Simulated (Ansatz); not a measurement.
# BiSb (model cell, started as layered BN type): phonons and vibrational spectra, part 2 of 2

How does BiSb (model cell, started as layered BN type) vibrate, and is this structure a minimum?

Ansatz 0.2.0; DFT PBEsol, scalar-relativistic, plane waves, PAW.

So far. Step 3 (Relaxing to small forces for the phonons): The forces vanish by symmetry and the pressure is -0.001 GPa, within the tolerances set. The cell now holds 38.88 Å³/atom. The relaxed cell has a = 5.302, c = 6.390 Å (conventional setting).

The structure was built from a prototype and need not be the compound's stable phase.

### Step 4. Modes at Γ

The zone centre comes first: it holds the modes that light can see, as far as symmetry allows. No field response is asked, since the mesh shows no gap.

input.yaml

```yaml
crystal:
  lattice:
    - [5.3016348868, -3.0982e-06, 0.0]
    - [-2.6508147603, 4.5913520427, 0.0]
    - [0.0, 0.0, 6.3896325225]
  atoms:
    - { symbol: Sb, position: [0.3333333333, 0.6666666667, 0.25] }
    - { symbol: Sb, position: [0.6666666667, 0.3333333333, 0.75] }
    - { symbol: Bi, position: [0.6666666667, 0.3333333333, 0.25] }
    - { symbol: Bi, position: [0.3333333333, 0.6666666667, 0.75] }
kpoints:
  mp_grid: { grid: [12, 12, 6] }
hamiltonian:
  xc: pbesol
scf:
  occupations: { method: methfessel_paxton, width: 0.2 }
output:
  eigenvalues: true
phonons:
  method: dfpt
```

Run with:

```sh
$ ansatz run input.yaml --threads 4 --pin off --max-ram 7168MiB --backend cpu --events-out ev --progress --plain --runs-dir out
```

Numbers of over 12 decimals in the logs are rounded to 6 here.

The log of the run:

```text
[...]
Crystal: 4 atoms, lattice volume = 155.534 Å³
Basis set: ecut = 420 eV, 3039 PW (Γ), exchange–correlation on 72×72×96 points (8 copies of the dense FFT grid, shifted against one another)
Bands: 36, of which v1, the nominal top of the filled ones, is band 30 counted from 1 (29 counted from 0)
Symmetry: 24 space group operations
k-points: 242 of 864 (irreducible under 2 space group operations, time reversal used)
[...]
SCF iter   1: F=—  HF=-37299.461238 eV  |F-HF|=—  |Δ(HF+E_count)|=         —  Δρ=2.05e-3  dr2=5.52e-3  ethr=1.77e-3  ⟨swp⟩=6.5  Hψ=36006  notcnv=0
[...]
SCF iter   9: F=-37299.458835 eV  HF=-37299.458835 eV  |F-HF|=0.00e0  |Δ(HF+E_count)|=  1.46e-11  S|Δr|=    0.00e0  Δρ=2.64e-8  dr2=8.64e-13  ethr=1.00e-12  ⟨swp⟩=9.2  Hψ=45545  notcnv=0
SCF 1 converged in 9 iterations: F = -37299.458835 eV  dr2 = 8.64e-13
[...]
DFPT response loops at Γ: preconditioner auto → Kerker (q_TF=auto, 2.328 Å⁻¹) (partly filled bands, converged f_vac=0.137); β = 1.00, the filter's whole step (`scf.mixing.beta` (0.50) is not read by the response loops under this deck's `scf.mixing.preconditioner`; to damp them name `kerker` or `kerker_dos`, under which they read `scf.mixing.beta`, and type it under 1.00, their step now; both keys bind the ground state too); Broyden in place of MSR1
SCF converged after 9 iterations
[...]
Free energy (F): -37299.458835 eV
[...]
Internal energy: -37299.455222 eV  (E = F + TS)
E sigma→0 (E₀):  -37299.457931 eV
Entropy (-TS):   -0.003613 eV (-0.903 meV/atom)
Fermi energy:    7.699587 eV
[...]
--- Band table (eV; the first three rows and the last of 242) ---
  k-point 0: bands = [... 26 lower, 4.1820, 5.9701, 5.9897, 5.9897, 7.7519, 7.7519, 9.9024, 9.9024, ... 2 higher]
  k-point 1: bands = [... 26 lower, 4.2722, 5.8165, 5.8165, 6.4919, 7.8470, 7.8470, 9.6551, 9.6551, ... 2 higher]
  k-point 2: bands = [... 26 lower, 4.5332, 5.4029, 5.4029, 7.6058, 7.9599, 8.1266, 8.1266, 9.1210, ... 2 higher]
  k-point 241: bands = [... 26 lower, 6.7070, 6.7070, 6.8591, 6.8591, 7.9047, 7.9047, 8.5968, 8.5968, ... 2 higher]
--- Phonons (Γ-DFPT): 4 representative perturbations + reference, on 242 of 864 k-points (Σ response iterations 12) ---
  k mesh reduced under 2 symmetry operations, with k and −k counted as one. Each operation leaves every solved perturbation unchanged. A smaller set is not used because it would not reduce the number of displacements times k-points to solve
  ASR residual: 3.123e-5 → 0.000e0 eV/Å²; symmetrization residual: 1.808e-4 eV/Å²
  ASR residual per site (eV/Å²): 3.12e-5 3.12e-5 2.22e-5 2.22e-5
  Γ frequencies (cm⁻¹): -81.10 -15.40 -15.40 0.00 0.00 0.00 40.17 93.31 98.70 98.70 117.55 117.55
  non-analytic LO–TO correction: not included (Born effective charges unavailable; polar crystals: no LO–TO splitting at Γ)
```

Elapsed: 2.8 min, on 4 threads of Arm Neoverse V2, shared host; peak memory 4.4 GiB; 11 min of CPU time.

Numbers from this step:

* sum-rule residual before enforcement: 3.12e-5 eV/Å²
* point group: 6/mmm
* highest optical mode at the zone centre (no LO-TO term): 117.5 cm⁻¹
* lowest optical zone-centre mode: -81.1 cm⁻¹

Patterns of degenerate modes are one choice out of their space. The modes at Γ (shares of kinetic energy by element, %) (negative means imaginary):

```tsv
mode	frequency (cm⁻¹)	symmetry	Sb %	Bi %
1	-81.1	A2u	63	37
2	-15.4	E2g	39	61
3	-15.4	E2g	39	61
4	0.0	acoustic	37	63
5	0.0	acoustic	37	63
6	0.0	acoustic	37	63
7	40.2	B1g	32	68
8	93.3	B1g	68	32
9	98.7	E2g	61	39
10	98.7	E2g	61	39
11	117.5	E1u	63	37
12	117.5	E1u	63	37
```

Displacements in mode 1 (-81.1 cm⁻¹), the largest set to 1:
```
Sb1  0.00  0.00  1.00
Sb2  0.00  0.00  1.00
Bi3  0.00  0.00 -0.58
Bi4  0.00  0.00 -0.58
```

Displacements in mode 7 (40.2 cm⁻¹), the largest set to 1:
```
Sb1  0.00  0.00 -0.90
Sb2  0.00  0.00  0.90
Bi3  0.00  0.00  1.00
Bi4  0.00  0.00 -1.00
```

Before it was imposed, the acoustic sum rule was missed by 3.1e-5 eV/Å². Small misses are needed for a sound result but don't prove that mesh and cutoff are converged. The lowest optical mode is imaginary, 81.1i cm⁻¹, so the energy falls along it.

### Step 5. Response at finite wavevector

The mesh has a single point along some directions, so zone-edge points there are not solved. Linear response on a 2×2×1 q mesh gives force constants as far as a supercell of that size would.

input.yaml: that of step 4 with these lines changed.

```diff
@@ -20 +20,9 @@
   method: dfpt
+  qmesh: [2, 2, 1]
+  temperatures: { t_max: 1000, t_step: 50 }
+  qpath:
+    path:
+      - [[0.0, 0.0, 0.0], [0.5, 0.0, 0.0], [0.33333333, 0.33333333, 0.0], [0.0, 0.0, 0.0], [0.0, 0.0, 0.5], [0.5, 0.0, 0.5], [0.33333333, 0.33333333, 0.5], [0.0, 0.0, 0.5]]
+      - [[0.5, 0.0, 0.5], [0.5, 0.0, 0.0]]
+      - [[0.33333333, 0.33333333, 0.5], [0.33333333, 0.33333333, 0.0]]
+    npoints: 10
```

The log of the run:

```text
[...]
Crystal: 4 atoms, lattice volume = 155.534 Å³
Basis set: ecut = 420 eV, 3039 PW (Γ), exchange–correlation on 72×72×96 points (8 copies of the dense FFT grid, shifted against one another)
Bands: 36, of which v1, the nominal top of the filled ones, is band 30 counted from 1 (29 counted from 0)
Symmetry: 24 space group operations
k-points: 76 of 864
[...]
SCF iter   1: F=—  HF=-37299.461095 eV  |F-HF|=—  |Δ(HF+E_count)|=         —  Δρ=2.06e-3  dr2=5.56e-3  ethr=1.77e-3  ⟨swp⟩=6.6  Hψ=11332  notcnv=0
[...]
SCF iter   9: F=-37299.458835 eV  HF=-37299.458835 eV  |F-HF|=3.64e-11  |Δ(HF+E_count)|=  2.18e-11  S|Δr|=    0.00e0  Δρ=2.52e-8  dr2=1.40e-12  ethr=1.00e-12  ⟨swp⟩=8.9  Hψ=14313  notcnv=0
SCF 1 converged in 9 iterations: F = -37299.458835 eV  dr2 = 1.40e-12
[...]
phonons: the bands overlap, so this run is a metal and interpolates without the dipole-dipole term. If the crystal is really an insulator or semiconductor, its LO-TO splitting is missing
NSCF: frozen V_eff on 76 k-points
WARN: eigensolver did not converge in 8 slots of this pass, the one above among them; of largest residual over every band (k=44): 1 band(s) unlocked (lowest unlocked band 35, counted from 0; max residual 1.66e-4 eV among the unlocked bands, 1.66e-4 eV over every band); of lowest unlocked band (k=2): band 35
[...]
DFPT response loops at q = (0, 0, 0) (fractional): preconditioner auto → Kerker (q_TF=auto, 2.328 Å⁻¹) (partly filled bands, converged f_vac=0.137); β = 1.00, the filter's whole step (`scf.mixing.beta` (0.50) is not read by the response loops under this deck's `scf.mixing.preconditioner`; to damp them name `kerker` or `kerker_dos`, under which they read `scf.mixing.beta`, and type it under 1.00, their step now; both keys bind the ground state too); Broyden in place of MSR1
[...]
SCF converged after 9 iterations
[...]
Free energy (F): -37299.458835 eV
[...]
Internal energy: -37299.455222 eV  (E = F + TS)
E sigma→0 (E₀):  -37299.457931 eV
Entropy (-TS):   -0.003613 eV (-0.903 meV/atom)
Fermi energy:    7.699587 eV
[...]
--- Band table (eV; the first three rows and the last of 76) ---
  k-point 0: bands = [... 26 lower, 4.1820, 5.9701, 5.9897, 5.9897, 7.7519, 7.7519, 9.9024, 9.9024, ... 2 higher]
  k-point 1: bands = [... 26 lower, 4.2722, 5.8165, 5.8165, 6.4919, 7.8470, 7.8470, 9.6551, 9.6551, ... 2 higher]
  k-point 2: bands = [... 26 lower, 4.5332, 5.4029, 5.4029, 7.6058, 7.9599, 8.1266, 8.1266, 9.1210, ... 2 higher]
  k-point 75: bands = [... 26 lower, 7.1643, 7.1643, 7.3168, 7.3168, 7.7480, 7.7480, 8.2271, 8.2271, ... 2 higher]
--- Phonons (Γ-DFPT): 4 representative perturbations + reference (Σ response iterations 12) ---
  ASR residual: 2.394e-5 → 0.000e0 eV/Å²; symmetrization residual: 6.868e-5 eV/Å²
  ASR residual per site (eV/Å²): 2.39e-5 2.39e-5 1.96e-5 1.96e-5
[...]
--- Phonons (arbitrary-q DFPT): 2 irreducible q on the 2×2×1 mesh ---
  q = [0.0000, 0.0000, 0.0000] (star 1, of the zone-centre solve; hermiticity 4.06e-5, symmetrization 2.09e-6): -81.10 -15.40 -15.40 -0.00 -0.00 0.00 40.17 93.31 98.70 98.70 117.55 117.55
  q = [0.0000, -0.5000, 0.0000] (star 3, 6 solved perturbations in 1528 linear systems a pass and spin channel, the states on 296 of 864 k-point pairs; hermiticity 8.63e-5, symmetrization 1.79e-5): -9.39 23.53 25.48 36.18 48.86 68.16 72.71 73.31 75.61 97.46 105.74 107.25
  sum rule: each row above includes the acoustic sum rule's correction from the zone centre's row sums; it moved no ω² by more than (0.23 cm⁻¹)²
  mesh force constants: q→R imaginary residual 1.15e-17; ASR residual 2.394e-5 → 0.000e0 eV/Å²; symmetrization residual 4.441e-15 eV/Å²
  interpolated dispersion: 93 rows × 12 modes
  density of states and harmonic sums: on the 14×14×10 q-mesh, interpolated from the force constants of a 2×2×1 supercell (no non-analytic term)
  largest difference from the sums on the solved wave vectors: F 4.58e-1 eV, S 5.81e-4 and C_V 1.24e-4 eV/K
  zero-point energy: 0.044470 eV/cell   skipped modes (ω ≤ 0): 158, of them read as no rigid motion or as one in doubt: 155 (8.112e-1 modes/cell left out, lowest -81.10 cm⁻¹)   left out of the sums: 6.77e-2 of the cell's modes: C_V's classical limit lies that fraction below 3 k_B per atom; for a crystal, a wire or a layer, F and S can be off by more, and a phonons.interpolated_qmesh denser along its periods is the remedy for the sampling
```

The job ended after 6.1 min (4 threads; peak memory 4.1 GiB; 24 min of CPU time).

Numbers from this step:

```yaml
sum_rule_residual_before_enforcement: 2.39e-5 eV/Å²
lowest_mode_on_the_q_mesh_acoustic_modes_at_gamma_apart: -81.1 cm⁻¹
highest_frequency_at_a_solved_wavevector_no_lo_to_term_at_gamma: 117.5 cm⁻¹
```

Frequencies (cm⁻¹) solved at each irreducible wavevector; negative means imaginary. Frequencies by wavevector, by row:

```tsv
q in reciprocal lattice units	star	mode 1	mode 2	mode 3	mode 4	mode 10	mode 11	mode 12
0 0 0	1	-81.1	-15.4	-15.4	0	98.7	117.5	117.5
0 -0.5 0	3	-9.4	23.5	25.5	36.2	97.5	105.7	107.2
```

Symmetry leaves 2 wavevectors to solve. The lowest mode among them, the acoustic zeros apart, lies at Γ and is imaginary, 81.1i cm⁻¹, so the energy falls along it.

### Step 6. Another isotope

An isotope changes the mass and not the force constants, so no new electronic calculation is needed; the shifts show which modes move this element.

The same force constants with the mass of Sb changed from 121.760 to 122.904 u (phonopy, no LO-TO term). Both lists are sorted by frequency; levels can cross, so a row need not hold one and the same mode. Modes under 3 cm⁻¹ are left out. Isotope shifts, by row:

```tsv
q	rank	natural mass (cm⁻¹)	changed mass (cm⁻¹)
0 0 0	1	-81.1	-80.86
0 0 0	2	-15.4	-15.37
0 0 0	3	-15.4	-15.37
0 0 0	7	40.17	40.11
0 0 0	8	93.31	93.02
0 0 0	9	98.7	98.42
0 0 0	10	98.7	98.42
0 0 0	11	117.5	117.2
0 0 0	12	117.5	117.2
0 -0.5 0	1	-9.39	-9.37
0 -0.5 0	2	23.53	23.48
0 -0.5 0	3	25.48	25.46
0 -0.5 0	4	36.18	36.15
0 -0.5 0	5	48.86	48.67
0 -0.5 0	6	68.16	68.01
0 -0.5 0	7	72.71	72.44
0 -0.5 0	8	73.31	73.25
0 -0.5 0	9	75.61	75.57
0 -0.5 0	10	97.46	97.19
0 -0.5 0	11	105.7	105.3
0 -0.5 0	12	107.2	106.8
```

A mode of this element alone would shift by -0.47 %. The highest zone-centre frequency without the field goes from 117.5 to 117.2 cm⁻¹ (-0.3 %).

### Step 7. Results

```json
{
  "space group after relaxation (within 0.01 Å)": "P6_3/mmc",
  "volume per atom": "38.9 Å³",
  "electronic character": "no gap on this mesh",
  "highest optical mode at the zone centre (no LO-TO term)": "118 cm⁻¹",
  "lowest optical zone-centre mode": "-81.1 cm⁻¹",
  "lowest mode on the q mesh (acoustic modes at Γ apart)": "-81.1 cm⁻¹",
  "imaginary modes on the 2×2×1 q mesh": "yes"
}
```

What this shows: Modes are clearly imaginary (beyond 10i cm⁻¹) at 1 of the 2 irreducible wavevectors, most at Γ (81.1i cm⁻¹), so this structure is not a minimum of the energy. The optical modes at Γ span -81 to 118 cm⁻¹ (negative means imaginary). The q mesh is too sparse to interpolate, so only the solved wavevectors are given. With no gap, or one that is small against the smearing, the frequencies hang on the k mesh and the smearing, most of all near Kohn anomalies. Spin-orbit coupling is left out, which can matter for the heavy elements here. A phonon run warned that its eigensolver left some bands unconverged in a pass. The starting cell was built on a prototype and not taken from a measurement, so the phase need not exist. These are harmonic frequencies at zero temperature: anharmonic shifts, linewidths and thermal expansion are left out.

[Logs are printed without paths, hosts, clocks, repeated set-up lines and the standing remarks that a program may print on its own settings, such as how far it seeks lower states.]

[Hosts, paths, dates, database ids (printed as entryN), source tags and the programs' standing remarks are cut or masked in the printed files.]
